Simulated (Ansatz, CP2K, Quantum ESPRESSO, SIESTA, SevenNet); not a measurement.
**Structure and levels of amorphous HfO2 at 7.65 g/cm³ (78 atoms) across programs**

What does relaxation change in amorphous HfO2 at 7.65 g/cm³ (78 atoms), and how far do other programs agree with plane waves on the relaxed cell?

All numbers are calculated, not measured.

**1. The structure**

The cell holds 78 atoms (26 Hf and 52 O), with edges of 10.59, 10.59 and 10.59 Å. Recipe: 78 atoms (26 Zr, 52 O) placed at random at 4.48 g/cm³, melted at 5000 K for 10 ps at fixed volume with the Morse and Coulomb pair potential with partial charges (Pedone, Malavasi, Menziani, Cormack and Segre, J. Phys. Chem. B 110, 11780 (2006)). Quenched from 5000 K to 300 K at 50 K/ps and fixed volume, held 5 ps, then minimised at fixed cell. Then Zr was replaced by Hf (the potential has no terms for the new elements, so the cell is a start for a DFT relaxation). Then the atoms were relaxed with SevenNet 0 in the fixed cell. Then the atoms were relaxed with CP2K double zeta, PBE. That run stopped short of its end.

**2. The relaxation**

CP2K double zeta (DZVP-MOLOPT-SR, GTH, 480 Ry; k-points Γ) took 60 geometry steps and stopped short of its thresholds. It started from the geometry that SevenNet 0 had relaxed.

Run time: 23 min. Hardware: 1 MPI rank of Intel Xeon 6975P-C (Granite Rapids), shared host; peak memory 2 GiB.

```csv
,before,after
energy (meV/atom),0,-7.1
Hf-O bonds under 2.98 Å,152 at 2.153 Å,150 at 2.142 Å
```

Atoms moved by 0.11 Å r.m.s. and 0.53 Å at most, with the common shift taken off.

**3. Structure of the relaxed cell**

Density 7.65 g/cm³, 15.23 Å³ an atom.

g(r), total and by pair (bins of 0.1 Å):

```csv
r (Å),total,O-O,O-Hf,Hf-Hf
1.75,0.00,0.00,0.00,0.00
1.85,0.18,0.00,0.40,0.00
1.95,1.86,0.00,4.18,0.00
2.05,3.48,0.00,7.83,0.00
2.15,2.84,0.00,6.39,0.00
2.25,0.93,0.00,2.08,0.00
2.35,0.45,0.00,1.01,0.00
2.45,0.36,0.11,0.70,0.00
2.55,0.57,1.07,0.21,0.00
2.65,0.75,1.59,0.10,0.00
2.75,0.58,1.11,0.19,0.00
2.85,1.38,2.93,0.17,0.00
2.95,1.29,2.89,0.00,0.00
3.05,1.10,2.25,0.15,0.31
3.15,1.23,2.40,0.07,1.14
3.25,1.09,1.66,0.33,1.84
3.35,0.67,1.18,0.06,1.00
3.45,0.94,1.00,0.35,3.06
3.55,0.59,0.61,0.50,0.88
3.65,0.89,0.69,0.79,2.10
3.75,0.72,0.45,0.74,1.78
3.85,1.07,0.52,0.94,3.78
3.95,0.96,0.63,0.81,2.88
4.05,1.15,0.81,1.15,2.55
4.15,0.94,0.94,1.10,0.33
4.25,1.00,1.12,1.08,0.15
4.35,1.05,0.70,1.44,0.90
4.45,1.07,0.64,1.69,0.28
4.55,0.90,0.61,1.35,0.27
4.65,1.18,0.71,1.87,0.26
4.75,0.91,0.37,1.52,0.62
4.85,0.90,0.65,1.31,0.23
4.95,1.04,0.85,1.37,0.46
5.05,1.05,0.93,1.26,0.66
5.15,1.10,1.29,1.11,0.31
5.25,1.23,1.52,1.01,0.91
```

Bonds by pair of elements; cutoffs follow the first minimum of g(r), held within bounds set by covalent radii, and pairs that aren't listed don't count as bonded:

```csv
pair A-B,cutoff (Å),bonds,mean length (Å),spread (Å),shortest (Å),B about A,A about B
O-Hf,2.98,150,2.14,0.179,1.86,2.88,5.77
```

How many atoms have how many bonded neighbours:

```csv
element,mean,2,3,4,5,6,7
Hf,5.77,0,0,1,6,17,2
O,2.88,9,40,3,0,0,0
```

Bond angles (no mean is given where the spread exceeds 20°):

```csv
angle,count,mean (°),spread (°)
O-Hf-O,363,-,-
Hf-O-Hf,147,-,-
```

Bond length by coordination (bonds to H left out):

```csv
element,coordination,atoms,mean bond length (Å)
Hf,4,1,1.97
Hf,5,6,2.08
Hf,6,17,2.15
Hf,7,2,2.25
O,2,9,1.97
O,3,40,2.15
O,4,3,2.33
```

Among the first-shell peaks of g(r) are those at about 2.1 Å (O-Hf). With the cutoffs above, 65 % of Hf atoms have 6 and 77 % of O atoms have 3 bonded neighbours. Bonds at O atoms with 2 neighbours average 1.97 Å, against 2.33 Å at those with 4.

**4. The plane-wave reference**

Quantum ESPRESSO 7.5: Kohn-Sham DFT, PBE, SSSP efficiency 1.3.0 pseudopotentials, plane waves. Its input for the relaxed cell:

```
&control
  calculation = 'scf'
  pseudo_dir = './pseudo'
  outdir = './tmp'
  disk_io = 'none'
  tprnfor = .true.
  tstress = .true.
/
&system
  ibrav = 0
  nat = 78
  ntyp = 2
  ecutwfc = 60
  ecutrho = 480
  nosym = .true.
  occupations = 'smearing'
  smearing = 'fd'
  degauss = 0.003675
/
&electrons
  conv_thr = 3.9e-07
  electron_maxstep = 100
  mixing_beta = 0.4
  mixing_mode = 'plain'
  diagonalization = 'david'
/
ATOMIC_SPECIES
Hf 178.490 Hf.upf
O 15.999 O.upf
CELL_PARAMETERS angstrom
10.59080 0.00000 0.00000
0.00000 10.59080 0.00000
0.00000 0.00000 10.59080
ATOMIC_POSITIONS crystal
Hf 0.45062 0.62678 0.29174
Hf 0.13058 0.72258 0.19659
Hf 0.73650 0.60325 0.76007
[... 73 atom lines left out ...]
O 0.15153 0.37537 0.27902
O 0.06910 0.22911 0.74447
K_POINTS gamma
```

The job ended after 65 s (8 MPI ranks of Intel Xeon 6975P-C (Granite Rapids), shared host; peak memory 4 GiB).

**5. Side by side**

CPU times are from a shared host and are rough.

```
                level                    basis or training data  k-points  own r.m.s. force (meV/Å)  difference from the reference (meV/Å)  pressure (GPa)  Kohn-Sham gap (eV)  CPU time  memory (GiB)
              QE, PBE   plane waves, SSSP efficiency, 60/480 Ry         Γ                       132                                      -           -4.94                3.88   8.6 min           4.0
CP2K triple zeta, PBE                    TZV2P-UZH, GTH, 600 Ry         Γ                        86                                    102           -7.69                3.89   8.2 min           7.0
      SIESTA DZP, PBE  DZP orbitals, shift 0.01 Ry, mesh 400 Ry         Γ                       234                                    129           -3.55                3.85   3.4 min           1.9
           SevenNet 0        trained on PBE(+U) plane-wave data         -                       169                                     86           -4.89                   -     5.6 s          0.84
```

The gap is the spacing of the highest filled and lowest empty Kohn-Sham level on the mesh; a dash marks partly filled levels, a spacing under 0.15 eV or a method without such levels.

**6. Findings**

Relaxation in the fixed cell lowers the energy by 7 meV/atom at its own level and moves atoms by up to 0.53 Å. By the cutoffs of the final cell 0 bonds formed and 2 were lost, leaving 150. The reference finds an r.m.s. force of 132 meV/Å there and a pressure of -4.94 GPa, at a geometry that CP2K double zeta made.

Forces differ from the reference's by 86 meV/Å (SevenNet 0), 102 meV/Å (CP2K triple zeta, PBE) and 129 meV/Å (SIESTA DZP, PBE). Pressures lie +0.1 GPa (SevenNet 0), -2.8 GPa (CP2K triple zeta, PBE) and +1.4 GPa (SIESTA DZP, PBE) from the reference's. The highest filled and lowest empty levels lie 3.88 eV apart in the reference, against 3.89 eV in CP2K triple zeta, PBE and 3.85 eV in SIESTA DZP, PBE. With the cutoffs above, 65 % of Hf atoms have 6 and 77 % of O atoms have 3 bonded neighbours.

Caveats: The relaxation stopped short, so the geometry isn't a minimum. The density was set by the recipe and held. One sample of a disordered cell; defect or tail levels can set the gap. Gaps are read on the mesh, which holds the band edges only if they fold onto it, and semilocal functionals tend to put them under measured ones. The quench rate of 50 K/ps is many orders above laboratory rates, so the cell is likely richer in defects and strain than a real sample. The reference samples only Γ, in a cell whose shortest periodic width is 11 Å. Spin–orbit coupling is left out, which matters for the levels of the heavy elements. The plane-wave runs aren't exact: their cutoffs and mesh weren't converged further here. SIESTA's automatically made basis is far from complete, and its potentials were converted by us (checked for H, C, O, Si, Ge and Ca alone). Where levels are smeared, the DFT runs use Fermi–Dirac occupations at 580 K (0.05 eV), and energies are free energies.

[Long decimals in the printed logs are rounded to 6 places.]

[Logs are printed without paths, hosts, clocks, repeated set-up lines and the standing remarks that a program may print on its own settings, such as how far it seeks lower states.]

[Hosts, paths, dates, database ids (printed as entryN), source tags and the programs' standing remarks are cut or masked in the printed files.]
